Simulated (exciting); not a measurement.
Be3N2, space group P6_3/mmc, Be K edge of atom 5, with 3 N at 1.64 Å (trigonal planar, site symmetry -6m2); the tensor is averaged over the atoms equivalent by symmetry. Method: exciting, all-electron LAPW+lo, LDA, exchange and screened direct term (singlet BSE), 6×6×1 shifted k points, 25 conduction bands, |G+q| up to 3 bohr⁻¹, full RPA screening with nempty = 50, Lorentzian half width 0.45 eV.

```xyz
10
Lattice="2.8417 0.0000 0.0000 -1.4208 2.4610 0.0000 0.0000 0.0000 9.7468" Properties=species:S:1:pos:R:3 pbc="T T T"
N     1.4208    0.8203    7.3101
N     0.0000    1.6406    2.4367
N     0.0000    0.0000    4.8734
N     0.0000    0.0000    0.0000
Be    0.0000    0.0000    7.3101
Be    0.0000    0.0000    2.4367
Be    0.0000    1.6406    4.1084
Be    1.4208    0.8203    8.9819
Be    1.4208    0.8203    5.6384
Be    0.0000    1.6406    0.7650
```

Energy from the Kohn–Sham onset, core level to the lowest empty state found on the meshes used; scaled to the maximum of the polarisation mean:

```csv
E (eV),curve 1,curve 2
-4.0,0.06,0.01
-3.5,0.08,0.01
-3.0,0.11,0.01
-2.5,0.16,0.01
-2.0,0.28,0.01
-1.5,0.57,0.01
-1.0,1.54,0.02
-0.5,2.93,0.02
0.0,1.22,0.03
0.5,0.61,0.04
1.0,0.54,0.05
1.5,0.47,0.08
2.0,0.40,0.13
2.5,0.34,0.24
3.0,0.23,0.37
3.5,0.17,0.40
4.0,0.16,0.43
4.5,0.22,0.64
5.0,0.31,1.06
5.5,0.29,1.00
6.0,0.27,0.87
6.5,0.19,0.55
7.0,0.20,0.39
7.5,0.19,0.27
8.0,0.14,0.26
8.5,0.13,0.26
9.0,0.13,0.23
9.5,0.13,0.21
10.0,0.15,0.26
10.5,0.20,0.28
11.0,0.23,0.23
11.5,0.31,0.26
12.0,0.36,0.28
12.5,0.24,0.22
13.0,0.21,0.16
13.5,0.17,0.16
```

Question: The curves are the diagonal elements of Im ε for ε ∥ c and ⊥ c. Which is which?

Curve 1: ε ∥ c, maxima -0.6 eV (2.96), 5.0 eV (0.31) and 11.8 eV (0.39). Curve 2: ε ⊥ c, maxima 5.1 eV (1.06), 10.3 eV (0.29) and 11.8 eV (0.29); 1 lower ones aren't listed. A K edge probes the empty p states along ε, which follow the bonds' lengths and directions.

[Banner, clock and machine lines of the logs are left out without a mark of their own.]

[Logs are printed without paths, hosts, clocks, repeated set-up lines and the standing remarks that a program may print on its own settings, such as how far it seeks lower states.]

[Hosts, paths, dates, database ids (printed as entryN), source tags and the programs' standing remarks are cut or masked in the printed files.]
